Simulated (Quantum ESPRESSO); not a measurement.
# MnF2: turning two sublattices against each other, part 2 of 3

How does the energy of MnF2 follow the angle between its sublattices, and is it a Heisenberg cosine?

Quantum ESPRESSO 7.5; LDA with U = 5 eV on Mn d (ortho-atomic projectors); plane waves with GBRV 1.5 LDA potentials, no spin-orbit coupling.

So far, largest spin moment in the atom's sphere (μB): step 2 (the collinear order that defines the sublattices) 4.23; step 3 (the parallel state in the same cell) 4.24.

## Step 4: Angle 180°, no penalty

The two sets tilt by half the angle to either side of z. A collinear state is stationary and needs no penalty.

pw.in

```
&CONTROL
  calculation = 'scf'
  prefix = 'pwscf'
  outdir = './tmp'
  pseudo_dir = './pseudo'
  disk_io = 'nowf'
/
&SYSTEM
  ibrav = 0
  celldm(1) = 8
  nat = 6
  ntyp = 3
  ecutwfc = 34
  ecutrho = 238
  nbnd = 78
  occupations = 'smearing'
  smearing = 'fd'
  degauss = 0.00734986
  noncolin = .true.
  starting_magnetization(1) = 0.282
  angle1(1) = 90
  angle2(1) = 0
  starting_magnetization(2) = 0.282
  angle1(2) = 90
  angle2(2) = 180
  starting_magnetization(3) = 0
  nosym = .true.
/
&ELECTRONS
  conv_thr = 6d-08
  electron_maxstep = 150
  mixing_beta = 0.1
/
ATOMIC_SPECIES
Mn1    54.9380 mn_lda_v1.5.uspp.F.UPF
Mn2    54.9380 mn_lda_v1.5.uspp.F.UPF
F      18.9984 f_lda_v1.4.uspp.F.UPF
CELL_PARAMETERS alat
   1.1512683982751    0.0000000000000    0.0000000000000
   0.0000000000000    1.1512683982751    0.0000000000000
   0.0000000000000    0.0000000000000    0.7820395350998
ATOMIC_POSITIONS crystal
Mn1     0.0000000000    0.0000000000    0.0000000000
Mn2     0.5000000000    0.5000000000    0.5000000000
F       0.3053000000    0.3053000000    0.0000000000
F       0.1947000000    0.8053000000    0.5000000000
F       0.6947000000    0.6947000000    0.0000000000
F       0.8053000000    0.1947000000    0.5000000000
K_POINTS automatic
4 4 4 0 0 0
HUBBARD {ortho-atomic}
U Mn1-3d 5.0000
U Mn2-3d 5.0000
```

Launch:

```bash
$ OMP_NUM_THREADS=1 mpirun -n 3 pw.x -nk 3 -in pw.in > pw.out
```

The program printed:

```text
[banner, memory and clock lines left out]
Program PWSCF v.7.5 starts

     bravais-lattice index     =            0
     lattice parameter (alat)  =       8.0000  a.u.
     unit-cell volume          =     530.7034 (a.u.)^3
     number of atoms/cell      =            6
     number of atomic types    =            3
     number of electrons       =        58.00
     number of Kohn-Sham states=           78
     kinetic-energy cutoff     =      34.0000  Ry
     charge density cutoff     =     238.0000  Ry
     scf convergence threshold =      6.0E-08
     mixing beta               =       0.1000
     number of iterations used =            8  plain     mixing
     Exchange-correlation=  SLA  PZ   NOGX NOGC
                           (   1   1   0   0   0   0   0)
     Noncollinear calculation without spin-orbit

     Hubbard projectors: ortho-atomic
     Hubbard parameters of DFT+U (Dudarev formulation) in eV:
     U(Mn1-3d) =  5.0000
     U(Mn2-3d) =  5.0000

     Internal variables: lda_plus_u =T, lda_plus_u_kind = 0

     Internal variables: orbital_resolved =F, hub_pot_fix =F, apply_U = F

     [... lines left out ...]
     PseudoPot. # 1 for Mn read from file:
     mn_lda_v1.5.uspp.F.UPF
     Pseudo is Ultrasoft + core correction, Zval = 15.0

     PseudoPot. # 2 for Mn read from file:
     mn_lda_v1.5.uspp.F.UPF
     Pseudo is Ultrasoft + core correction, Zval = 15.0

     PseudoPot. # 3 for F  read from file:
     f_lda_v1.4.uspp.F.UPF
     Pseudo is Ultrasoft, Zval =  7.0

     atomic species   valence    mass     pseudopotential
     Mn1              15.00    54.93800     Mn( 1.00)
     Mn2              15.00    54.93800     Mn( 1.00)
     F                 7.00    18.99840     F ( 1.00)

     No symmetry found

   Cartesian axes

     site n.     atom                  positions (alat units)
         1        Mn1    tau(   1) = (   0.0000000   0.0000000   0.0000000  )
         2        Mn2    tau(   2) = (   0.5756342   0.5756342   0.3910198  )
         3        F      tau(   3) = (   0.3514822   0.3514822   0.0000000  )
         4        F      tau(   4) = (   0.2241520   0.9271164   0.3910198  )
         5        F      tau(   5) = (   0.7997862   0.7997862   0.0000000  )
         6        F      tau(   6) = (   0.9271164   0.2241520   0.3910198  )

     number of k points=    64  Fermi-Dirac smearing, width (Ry)=  0.0073

     Dense  grid:    32923 G-vectors     FFT dimensions: (  45,  45,  32)

     Smooth grid:    14275 G-vectors     FFT dimensions: (  36,  36,  24)

     Check: negative core charge=   -0.000023
     Generating pointlists ...
     new r_m :   0.2050 (alat units)  1.6403 (a.u.) for type    1
     new r_m :   0.2050 (alat units)  1.6403 (a.u.) for type    2
     new r_m :   0.2050 (alat units)  1.6403 (a.u.) for type    3

     Initial potential from superposition of free atoms

     starting charge      56.9999, renormalised to      58.0000

     STARTING HUBBARD OCCUPATIONS:

     ================= HUBBARD OCCUPATIONS ================
     ------------------------ ATOM    1 ------------------------
     Tr[ns(  1)] (up, down, total) =   2.50000  2.50000  5.00000
     [... lines left out ...]
     Atomic magnetic moment mx, my, mz =     5.000000    0.000000    0.000000
     ------------------------ ATOM    2 ------------------------
     Tr[ns(  2)] (up, down, total) =   2.50000  2.50000  5.00000
     [... lines left out ...]
     Atomic magnetic moment mx, my, mz =    -5.000000    0.000000    0.000000

     Number of occupied Hubbard levels =   10.0000

     atom number    1 relative position :    0.0000   0.0000   0.0000
     charge :    12.481028  (integrated on a sphere of radius 0.205)
     magnetization :          3.499072    0.000000    0.000000
     magnetization/charge:    0.280351    0.000000    0.000000
     polar coord.: r, theta, phi [deg] :     3.499072   90.000000    0.000000

[...]
================= HUBBARD OCCUPATIONS ================
     ------------------------ ATOM    1 ------------------------
     Tr[ns(  1)] (up, down, total) =   2.55567  2.55567  5.11134
     [... lines left out ...]
     Atomic magnetic moment mx, my, mz =     4.835414   -0.000016   -0.000004
     ------------------------ ATOM    2 ------------------------
     Tr[ns(  2)] (up, down, total) =   2.55567  2.55566  5.11133
     [... lines left out ...]
     Atomic magnetic moment mx, my, mz =    -4.835406    0.000004    0.000011

     Number of occupied Hubbard levels =   10.2227

     Threshold (ethr) on eigenvalues was too large:
     Diagonalizing with lowered threshold

     Davidson diagonalization with overlap
     ethr =  7.72E-04,  avg # of iterations =  1.0

     total energy              =    -616.81645752 Ry
     estimated scf accuracy    <       0.44309675 Ry

     total magnetization       =     0.00    -0.00     0.00 Bohr mag/cell
     absolute magnetization    =     9.74 Bohr mag/cell

     [... further iterations left out ...]

     iteration # 11     ecut=    34.00 Ry     beta= 0.10
     Davidson diagonalization with overlap
     ethr =  5.01E-10,  avg # of iterations =  2.0

     atom number    1 relative position :    0.0000   0.0000   0.0000
     charge :    12.322052  (integrated on a sphere of radius 0.205)
     magnetization :          4.225554   -0.000003   -0.000001
     magnetization/charge:    0.342926   -0.000000   -0.000000
     polar coord.: r, theta, phi [deg] :     4.225554   90.000009   -0.000044

     atom number    2 relative position :    0.5756   0.5756   0.3910
     charge :    12.322179  (integrated on a sphere of radius 0.205)
     magnetization :         -4.225555    0.000015    0.000003
     magnetization/charge:   -0.342923    0.000001    0.000000
     polar coord.: r, theta, phi [deg] :     4.225555   89.999954  179.999793

     atom number    3 relative position :    0.3515   0.3515   0.0000
     charge :     6.689382  (integrated on a sphere of radius 0.205)
     magnetization :         -0.021736    0.000000    0.000000
     magnetization/charge:   -0.003249    0.000000    0.000000
     polar coord.: r, theta, phi [deg] :     0.021736   89.999823  179.999672

     atom number    4 relative position :    0.2242   0.9271   0.3910
     charge :     6.689274  (integrated on a sphere of radius 0.205)
     magnetization :          0.021704    0.000000    0.000000
     magnetization/charge:    0.003245    0.000000    0.000000
     polar coord.: r, theta, phi [deg] :     0.021704   89.999988    0.000149

     atom number    5 relative position :    0.7998   0.7998   0.0000
     charge :     6.689385  (integrated on a sphere of radius 0.205)
     magnetization :         -0.021736    0.000000    0.000000
     magnetization/charge:   -0.003249    0.000000    0.000000
     polar coord.: r, theta, phi [deg] :     0.021736   89.999796  179.999640

     atom number    6 relative position :    0.9271   0.2242   0.3910
     charge :     6.689276  (integrated on a sphere of radius 0.205)
     magnetization :          0.021704    0.000000    0.000000
     magnetization/charge:    0.003245    0.000000    0.000000
     polar coord.: r, theta, phi [deg] :     0.021704   89.999995    0.000255

     End of self-consistent calculation

     ================= HUBBARD OCCUPATIONS ================
     ------------------------ ATOM    1 ------------------------
     Tr[ns(  1)] (up, down, total) =   2.59162  2.59162  5.18325
     [... lines left out ...]
     Atomic magnetic moment mx, my, mz =     4.790534   -0.000004   -0.000001
     ------------------------ ATOM    2 ------------------------
     Tr[ns(  2)] (up, down, total) =   2.59162  2.59162  5.18325
     [... lines left out ...]
     Atomic magnetic moment mx, my, mz =    -4.790534    0.000017    0.000004

     Number of occupied Hubbard levels =   10.3665
     [... lines left out ...]
     the Fermi energy is     6.5200 ev

!    total energy              =    -616.78946890 Ry
     estimated scf accuracy    <       0.00000003 Ry
     smearing contrib. (-TS)   =      -0.00000000 Ry
     internal energy E=F+TS    =    -616.78946890 Ry

     The total energy is F=E-TS. E is the sum of the following terms:
     one-electron contribution =    -374.94066156 Ry
     hartree contribution      =     211.74682505 Ry
     xc contribution           =     -89.48235790 Ry
     ewald contribution        =    -364.18633896 Ry
     Hubbard energy            =       0.07306446 Ry

     total magnetization       =     0.00     0.00     0.00 Bohr mag/cell
     absolute magnetization    =     9.75 Bohr mag/cell

     convergence has been achieved in  11 iterations
```

Elapsed: 7 min, on 3 MPI ranks of Intel Xeon at 2.80GHz (Skylake/Cascade Lake), shared host; peak memory 0.71 GiB.

Spin moment in the atom's sphere by atom:

| atom | x (μB) | y (μB) | z (μB) | size |
| --- | --- | --- | --- | --- |
| Mn1 | 4.23 | 0.00 | 0.00 | 4.23 |
| Mn2 | -4.23 | 0.00 | 0.00 | 4.23 |
| F3 | -0.02 | 0.00 | 0.00 | 0.02 |
| F4 | 0.02 | 0.00 | 0.00 | 0.02 |
| F5 | -0.02 | 0.00 | 0.00 | 0.02 |
| F6 | 0.02 | 0.00 | 0.00 | 0.02 |

Read from the output:

- smearing term TS: 1.14e-8 eV
- magnetization: 0, 0, 0 μB
- absolute magnetization: 9.748 μB
- final state: antiferromagnetic

## Step 5: Angle 120°, lambda 0.5 Ry

A penalty pulls the polar angle of each moment to the typed one; its size and its azimuth are free.

pw.in

```
&CONTROL
  calculation = 'scf'
  prefix = 'pwscf'
  outdir = './tmp'
  pseudo_dir = './pseudo'
  disk_io = 'nowf'
/
&SYSTEM
  ibrav = 0
  celldm(1) = 8
  nat = 6
  ntyp = 4
  ecutwfc = 34
  ecutrho = 238
  nbnd = 78
  occupations = 'smearing'
  smearing = 'fd'
  degauss = 0.00734986
  noncolin = .true.
  starting_magnetization(1) = 0.282
  angle1(1) = 60
  angle2(1) = 0
  starting_magnetization(2) = 0.282
  angle1(2) = 60
  angle2(2) = 180
  starting_magnetization(3) = 0.0064
  angle1(3) = 26.565
  angle2(3) = 180
  starting_magnetization(4) = 0.0064
  angle1(4) = 26.565
  angle2(4) = 0
  constrained_magnetization = 'atomic direction'
  lambda = 0.5
  nosym = .true.
/
&ELECTRONS
  conv_thr = 6d-08
  electron_maxstep = 150
  mixing_beta = 0.1
/
ATOMIC_SPECIES
Mn1    54.9380 mn_lda_v1.5.uspp.F.UPF
Mn2    54.9380 mn_lda_v1.5.uspp.F.UPF
F1     18.9984 f_lda_v1.4.uspp.F.UPF
F2     18.9984 f_lda_v1.4.uspp.F.UPF
CELL_PARAMETERS alat
   1.1512683982751    0.0000000000000    0.0000000000000
   0.0000000000000    1.1512683982751    0.0000000000000
   0.0000000000000    0.0000000000000    0.7820395350998
ATOMIC_POSITIONS crystal
Mn1     0.0000000000    0.0000000000    0.0000000000
Mn2     0.5000000000    0.5000000000    0.5000000000
F1      0.3053000000    0.3053000000    0.0000000000
F2      0.1947000000    0.8053000000    0.5000000000
F1      0.6947000000    0.6947000000    0.0000000000
F2      0.8053000000    0.1947000000    0.5000000000
K_POINTS automatic
4 4 4 0 0 0
HUBBARD {ortho-atomic}
U Mn1-3d 5.0000
U Mn2-3d 5.0000
```

The program printed:

```text
     [... lines left out ...]
Program PWSCF v.7.5 starts
     [... lines left out ...]
     number of atoms/cell      =            6
     [... lines left out ...]
     number of electrons       =        58.00
     number of Kohn-Sham states=           78
     kinetic-energy cutoff     =      34.0000  Ry
     charge density cutoff     =     238.0000  Ry
     scf convergence threshold =      6.0E-08
     [... lines left out ...]
     Noncollinear calculation without spin-orbit
     [... lines left out ...]
     No symmetry found
     [... lines left out ...]
     number of k points=    64  Fermi-Dirac smearing, width (Ry)=  0.0073
     [... lines left out ...]
     iteration # 35     ecut=    34.00 Ry     beta= 0.10
     [... lines left out ...]
     constraint energy (Ry) =      0.00002887
     atom number    1 relative position :    0.0000   0.0000   0.0000
     [... lines left out ...]
     magnetization :          3.664574    0.000016    2.109314
     [... lines left out ...]
     atom number    2 relative position :    0.5756   0.5756   0.3910
[...]
magnetization :         -3.664559    0.000028    2.109310
[...]
atom number    3 relative position :    0.3515   0.3515   0.0000
[...]
magnetization :         -0.017992    0.000000    0.035202
[...]
atom number    4 relative position :    0.2242   0.9271   0.3910
     [... lines left out ...]
     magnetization :          0.017893    0.000000    0.035231
     [... lines left out ...]
     atom number    5 relative position :    0.7998   0.7998   0.0000
     [... lines left out ...]
     magnetization :         -0.018018    0.000000    0.035189
     [... lines left out ...]
     atom number    6 relative position :    0.9271   0.2242   0.3910
     [... lines left out ...]
     magnetization :          0.017948    0.000000    0.035201
     [... lines left out ...]
     Tr[ns(  1)] (up, down, total) =   3.78599  1.39574  5.18173
     [... lines left out ...]
     Tr[ns(  2)] (up, down, total) =   3.78599  1.39575  5.18175
     [... lines left out ...]
     the Fermi energy is     6.5029 ev
!    total energy              =    -616.78885816 Ry
     estimated scf accuracy    <       0.00000004 Ry
     smearing contrib. (-TS)   =      -0.00000000 Ry
     [... lines left out ...]
     total magnetization       =    -0.00     0.00     4.98 Bohr mag/cell
     absolute magnetization    =     9.84 Bohr mag/cell
     [... lines left out ...]
     convergence has been achieved in  35 iterations
```

The job ended after 21 min (3 MPI ranks; peak memory 0.72 GiB; 48 min of CPU time).

Spin moment in the atom's sphere by atom:

| atom | x (μB) | y (μB) | z (μB) | size |
| --- | --- | --- | --- | --- |
| Mn1 | 3.66 | 0.00 | 2.11 | 4.23 |
| Mn2 | -3.66 | 0.00 | 2.11 | 4.23 |
| F3 | -0.02 | 0.00 | 0.04 | 0.04 |
| F4 | 0.02 | 0.00 | 0.04 | 0.04 |
| F5 | -0.02 | 0.00 | 0.04 | 0.04 |
| F6 | 0.02 | 0.00 | 0.04 | 0.04 |

This step gave:

- smearing term TS: 3.12e-8 eV
- magnetization: 0, 0, 4.979 μB
- absolute magnetization: 9.836 μB
- penalty energy: 0.3928 meV
- final state: non-collinear

## Step 6: Angle 90°, lambda 0.5 Ry

pw.in, as its differences from that of step 5:

```diff
@@ -20,12 +20,12 @@
   starting_magnetization(1) = 0.282
-  angle1(1) = 60
+  angle1(1) = 45
   angle2(1) = 0
   starting_magnetization(2) = 0.282
-  angle1(2) = 60
+  angle1(2) = 45
   angle2(2) = 180
-  starting_magnetization(3) = 0.0064
-  angle1(3) = 26.565
+  starting_magnetization(3) = 0.0077
+  angle1(3) = 21.801
   angle2(3) = 180
-  starting_magnetization(4) = 0.0064
-  angle1(4) = 26.565
+  starting_magnetization(4) = 0.0077
+  angle1(4) = 21.801
   angle2(4) = 0
```

The program printed:

```text
     [... lines left out ...]
Program PWSCF v.7.5 starts
     [... lines left out ...]
     number of atoms/cell      =            6
     [... lines left out ...]
     number of electrons       =        58.00
     number of Kohn-Sham states=           78
     kinetic-energy cutoff     =      34.0000  Ry
     charge density cutoff     =     238.0000  Ry
     scf convergence threshold =      6.0E-08
     [... lines left out ...]
     Noncollinear calculation without spin-orbit
     [... lines left out ...]
     No symmetry found
     [... lines left out ...]
     number of k points=    64  Fermi-Dirac smearing, width (Ry)=  0.0073
     [... lines left out ...]
     iteration # 59     ecut=    34.00 Ry     beta= 0.10
     [... lines left out ...]
[key lines of the parts left out:]
total magnetization       =    -0.02     0.00     7.03 Bohr mag/cell
total energy              =    -616.78107738 Ry
```

The job ended after 20 min (3 MPI ranks; peak memory 0.72 GiB).

Residual by cycle:

cycle, log10 residual and a bar from the least value:
```
        1        0.8 ####################
        6        2.0 ##############################
       11        2.0 ##############################
       17       -0.5 #########
       22        1.3 ########################
       27       -0.5 #########
       32       -0.8 #######
       37       -0.7 ########
       42       -0.3 ###########
       48       -1.5 #
       53       -0.4 ##########
       58       -1.6
```

The run was cut off at its time limit.

After 58 cycles the residual stands at 0.023.

(Part 2 of 3 ends here.)

[Long decimals in the printed logs are rounded to 6 places.]

[Logs and program files are shortened in this print: banners, set-up blocks, solver, clock and traceback lines can be left out without a mark of their own.]

[Logs are printed without paths, hosts, clocks, repeated set-up lines and the standing remarks that a program may print on its own settings, such as how far it seeks lower states.]

[Hosts, paths, dates, database ids (printed as entryN), source tags and the programs' standing remarks are cut or masked in the printed files.]

[Where the starting crystal was built by hand or by swapping elements, it need not be the compound's stable phase.]

[Where a cell is said to come from a database of computed structures, the database is the Materials Project.]

[Lattice constants that a cell's source calls measured were typed from memory.]
